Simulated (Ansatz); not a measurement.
# YBe2P2: relaxing a made-up structure, part 2 of 2

Starting from a made-up structure for YBe2P2, the aim is the relaxed cell, its shortest contacts and, where a second run follows, its electronic structure.

Ansatz 0.2.0; DFT, PBE, plane-wave PAW, files of the set soft_1, scalar-relativistic, no spin, cell and ions relaxed at zero pressure; PAW set soft_1 (the session's first sound run).

So far: The structure; Relaxing cell and atoms. The relaxed cell has a = 3.531, c = 11.890 Å (conventional setting).

## 3. Bands of the relaxed cell

With the geometry fixed, one more self-consistent run, with a narrower smearing and the mesh shown in its input, gives the bands, and its pressure, and its forces where symmetry allows any, show how far the geometry depends on these settings.

This step: DFT, PBE, plane-wave PAW, files of the set soft_1, scalar-relativistic, no spin, bands and density of states at the relaxed cell; PAW set soft_1 (Ansatz 0.2.0).

File input.yaml:

```yaml
crystal:
  lattice:
    - [-1.7653473887, 1.7653473887, 5.9452061849]
    - [1.7653473887, -1.7653473887, 5.9452061849]
    - [1.7653473887, 1.7653473887, -5.9452061849]
  atoms:
    - { symbol: "Y", position: [0.0, 0.0, 0.0] }
    - { symbol: P, position: [0.6370112299, 0.6370112299, 0.0] }
    - { symbol: P, position: [0.3629887701, 0.3629887701, 0.0] }
    - { symbol: Be, position: [0.25, 0.75, 0.5] }
    - { symbol: Be, position: [0.75, 0.25, 0.5] }
kpoints:
  mp_grid: { grid: [12, 12, 12] }
  band_path:
    path:
      - [[0.0, 0.0, 0.0], [-0.5, 0.5, 0.0], [-0.5, 0.5, -0.04408558], [-0.27204279, 0.27204279, -0.27204279], [0.0, 0.0, 0.0], [0.5, 0.5, -0.5], [0.27204279, 0.72795721, -0.72795721], [0.0, 0.5, -0.5], [-0.25, 0.75, -0.25], [0.04408558, 0.95591442, -0.5], [0.5, 0.5, -0.5]]
      - [[-0.5, 0.5, 0.0], [-0.25, 0.75, -0.25]]
    npoints: 7
scf:
  occupations: { method: fermi_dirac, width: 0.03 }
  n_extra_bands: 9
hamiltonian:
  xc: pbe
  pseudopotentials: { kind: paw, azcp: { folder: soft_1 } }
output:
  forces: true
  stress: true
  write_bands: true
  dos: { projected: true }
  write_density: true
  write_potential: true
  elf: true
  volumetric_format: npy
```

Run with:

```bash
ansatz run input.yaml --threads 4 --pin off --max-ram 8192MiB --backend cpu --events-out ev --progress --plain --runs-dir out
```

Numbers of over 12 decimals in the logs are rounded to 6 here.

Log:

```text
basis.fft_grid_basis auto: the FFT boxes are laid along the combinations [[1, -1, 0], [0, 1, 0], [1, 0, 1]] of the cell's own vectors, 4.993, 6.448 and 3.531 Å long. The dense box has 36×45×24 points. Along the cell's own vectors, as sized, it would have 45×45×45, 2.34 times as many. Of the 16 symmetry operations that the crystal satisfies within crystal.symmetry.tolerance (time reversal apart; of a slab, those that  [...]
[...]
Crystal: 5 atoms, lattice volume = 74.112 Å³
Basis set: ecut = 420 eV, 1427 PW (Γ), FFT grids on a1−a2, a2, a1+a3, exchange–correlation on 72×90×48 points (8 copies of the dense FFT grid, shifted against one another)
Bands: 22, of which v1, the nominal top of the filled ones, is band 13 counted from 1 (12 counted from 0)
Symmetry: 16 space group operations
[...]
k-points: 163 of 1728
[...]
SCF iter   1: F=—  HF=-5549.118612 eV  |F-HF|=—  |Δ(HF+E_count)|=         —  Δρ=2.50e-2  dr2=7.74e-1  ethr=3.10e-3  ⟨swp⟩=6.9  Hψ=21730  notcnv=0
[...]
SCF iter   7: F=-5548.946160 eV  HF=-5548.946160 eV  |F-HF|=3.16e-10  |Δ(HF+E_count)|=   9.35e-8  Δρ=3.02e-6  dr2=4.75e-9  ethr=4.00e-10  ⟨swp⟩=15.4  Hψ=26582  notcnv=0
SCF 1 converged in 7 iterations: F = -5548.946160 eV  dr2 = 4.75e-9
[...]
NSCF: frozen V_eff on 79 k-points
SCF converged after 7 iterations
Free energy (F): -5548.946160 eV
[...]
Internal energy: -5548.941772 eV  (E = F + TS)
E sigma→0 (E₀):  -5548.943966 eV
Entropy (-TS):   -0.004389 eV (-0.878 meV/atom)
Fermi energy:    10.827536 eV
[...]
--- Forces (eV/Å), atoms counted from 1 ---
  atom   1  Y     -0.00000000     0.00000000     0.00000000
  atom   2  P      0.00000000     0.00000000     0.01319773
  atom   3  P      0.00000000    -0.00000000    -0.01319773
  atom   4  Be     0.00000000     0.00000000     0.00000000
  atom   5  Be     0.00000000     0.00000000     0.00000000
  max |Σ_I F_I| component: 2.78e-17 eV/Å
--- Stress (GPa, compression-positive) ---
       -0.001292       0.000000       0.000000
        0.000000      -0.001292       0.000000
        0.000000      -0.000000      -0.081778
  P = ⅓ Tr σ = -0.0281 GPa (-0.281 kbar)
--- Band table (eV; the first three rows and the last of 163) ---
  k-point 0: bands = [... 9 lower, 9.4598, 9.6753, 9.6753, 9.8063, 12.1306, 12.2320, 12.5950, 13.2258, ... 5 higher]
  k-point 1: bands = [... 9 lower, 8.5805, 8.9867, 9.7260, 10.6168, 12.2894, 12.6951, 12.7994, 13.4168, ... 5 higher]
  k-point 2: bands = [... 9 lower, 7.7255, 7.7892, 9.6166, 11.6214, 12.4077, 12.6485, 13.6555, 13.6992, ... 5 higher]
  k-point 162: bands = [... 9 lower, 6.9712, 9.2188, 9.2188, 9.4551, 10.2721, 12.8358, 14.2785, 14.2826, ... 5 higher]
```

Elapsed: 2.8 s, on 4 threads of Intel Xeon Gold 6455B (Sapphire Rapids), shared host; peak memory 0.67 GiB.

Numbers from this step:

```
free energy             : -5548.9462 eV
energy at zero smearing : -5548.9440 eV
smearing term TS        : 0.004389 eV
pressure                : -0.02812 GPa
```

From bands.tsv, the bands that come nearest the Fermi level along the path, at its corners, in eV from the Fermi level:

```
point  band 10  band 11  band 12  band 13  band 14  band 15  band 16  band 17
    Γ    -1.37    -1.15    -1.15    -1.02     1.30     1.40     1.77     2.40
    X    -5.29    -4.75    -3.44    -0.44     0.95     1.84     2.58     3.19
    Y    -5.25    -4.76    -3.49    -0.29     1.08     1.78     2.62     3.21
    S    -2.72    -2.71    -1.63    -0.96     1.33     1.76     2.20     2.51
    Γ    -1.37    -1.15    -1.15    -1.02     1.30     1.40     1.77     2.40
    Z    -3.86    -1.61    -1.61    -1.37    -0.56     2.01     3.45     3.46
   S1    -2.72    -2.71    -1.63    -0.96     1.33     1.76     2.20     2.51
    N    -3.30    -2.57    -1.88    -0.35     1.18     2.20     2.54     2.57
    P    -4.99    -4.99    -3.62     0.68     0.83     1.33     1.33     3.78
   Y1    -5.25    -4.76    -3.49    -0.29     1.08     1.78     2.62     3.21
    Z    -3.86    -1.61    -1.61    -1.37    -0.56     2.01     3.45     3.46
    X    -5.29    -4.75    -3.44    -0.44     0.95     1.84     2.58     3.19
    P    -4.99    -4.99    -3.62     0.68     0.83     1.33     1.33     3.78
```

States per cell as run, both spins, in windows of 1 eV, from dos.tsv (zero at the Fermi level):

| from | to | total |
| --- | --- | --- |
| -8 | -7 | 0.20 |
| -7 | -6 | 2.54 |
| -6 | -5 | 1.64 |
| -5 | -4 | 2.57 |
| -4 | -3 | 2.19 |
| -3 | -2 | 1.84 |
| -2 | -1 | 1.11 |
| -1 | 0 | 0.93 |
| 0 | 1 | 1.64 |
| 1 | 2 | 3.03 |
| 2 | 3 | 3.23 |
| 3 | 4 | 3.46 |

A further 12.0 states lie below the table's range.

Electrostatic potential energy in the ab plane of the cell as run, not the conventional one, at fractional z = 0.000, with atoms of Y and P within 0.2 Å of it. With pseudopotentials it is smooth inside the atoms' cores, unlike the true potential.

Values in eV, 10 rows by 16 columns, each cell a mean:
```
-43 -43 -30  -3   8  11  11  10  10  10  11  12  11   7  -9 -32
-12 -24 -24  -8   5   9   8   2  -2   3   9  12  12  12   9   3
  9   6   3   4   7   9   8  -4 -30 -33 -21   0  10  12  12  11
 12  11   9   8   9  11  12   8 -14 -36 -38 -33  -8   8  11  11
 10  10   5  -6  -9   0   9  12  10  -3 -24 -34 -26  -1   9  10
 10  10   7 -13 -36 -36 -23   0  11  12   9   2  -1   3   9  11
 12  12  11   6 -16 -36 -38 -32  -4  10  11  10   9   8  10  11
  9  11  12  12   9  -2 -19 -27 -15   4   9   7   3  -2   0   5
-12   4  10  12  12  11   9   5   4   7   9   8  -1 -23 -34 -29
-42 -29  -4   8  11  12  11  10  10  11  11  11   6 -12 -38 -44
```
Columns run along a (6.4 Å; values clipped at the 3rd and 97th percentile), rows up along b (6.4 Å). Atoms in or near the plane, at fractional coordinates: Y at (0.00, 0.00), P at (0.64, 0.64), P at (0.36, 0.36).

Valence density in the ab plane of the cell as run, not the conventional one, at fractional z = 0.000, with atoms of Y and P within 0.2 Å of it. It is the smooth field of the valence electrons, not physical close to the nuclei.

Ten steps, logarithmic in the rise over the least value, from '_' (0.1 e/Å³) to '@' (3.3 e/Å³), each cell a mean:
```
@@@@@@**::::::--====--::......==##@@
@@@@@@##==::--========--::____..==##
##%%%%##++----==++++++==--..____..==
--++****==----++******++==--..____..
..::--==--::--==****++****==--..__..
::::------::::--++**====++**==--::..
----======--::::==**++--==**++==--::
--==++++++++==----==**++==++**++==--
--==++******++==----==********++====
--==++****++****==----==++****++====
----==++**++--++**==--::--==++====--
::::--==**++----**++==::::--------::
......--==**++++++**++--::::----::::
..____..--==********++==----==++==::
--..____..--==++****++==--==**####**
##==..____..--==++++++==----**%%@@@@
@@##==..__..::--======--::::++%%@@@@
@@@@##--....::----------::..--##@@@@
```
Columns run along a (6.4 Å), rows up along b (6.4 Å). Atoms in or near the plane, at fractional coordinates: Y at (0.00, 0.00), P at (0.64, 0.64), P at (0.36, 0.36).

ELF in the ab plane of the cell as run, not the conventional one, at fractional z = 0.000, with atoms of Y and P within 0.2 Å of it. It is the smooth field of the valence electrons, not physical close to the nuclei.

Ten even steps from '0' (0.04) to '9' (0.83), each cell a mean:
```
689502466643210289
999722578864210038
799721689987410002
135521599888641000
111110389635764111
333321169710376422
467774227940058743
578999633894138964
579989973379768985
568963697337999986
447871049732689876
324784006962135654
112467413994101122
000146866897112320
100014789997215775
730002478987315999
983001246776313998
698101345554311797
```
Columns run along a (6.4 Å), rows up along b (6.4 Å). Atoms in or near the plane, at fractional coordinates: Y at (0.00, 0.00), P at (0.64, 0.64), P at (0.36, 0.36).

## 4. Outcome

```json
{
  "space group, relaxed": "I4/mmm",
  "conventional cell": "a = 3.531, b = 3.531, c = 11.890 Å; α = 90.0°, β = 90.0°, γ = 90.0°",
  "volume per atom": "14.82 Å³ (guess 13.20)"
}
```

**Reading.** YBe2P2 relaxes to I4/mmm with a = 3.531, b = 3.531 and c = 11.890 Å. The guessed volume was 11 % too small. The space group I4/mmm was held in the relaxation, so the end point is a stationary structure within it and may be a saddle against distortions or other arrangements. Bands cross the Fermi level, so it is a metal or semimetal at this level. The electron count is odd, which forces that without spin polarisation or a larger cell. On the 12×12×12 mesh with the narrower smearing (relaxed on 10×10×10) the largest force component is 0.013 eV/Å and the largest stress component is 0.082 GPa, against the relaxation's thresholds of 0.015 eV/Å and 0.05 GPa. The cutoff wasn't tested. A vector of the cell changed its length by 21 %, so the starting arrangement is largely lost and the mesh was laid for another shape. No dispersion term is used, so weakly bound directions may come out too long. Nothing here tests whether the compound is stable against decomposition.

[Logs are printed without paths, hosts, clocks, repeated set-up lines and the standing remarks that a program may print on its own settings, such as how far it seeks lower states.]

[Hosts, paths, dates, database ids (printed as entryN), source tags and the programs' standing remarks are cut or masked in the printed files.]
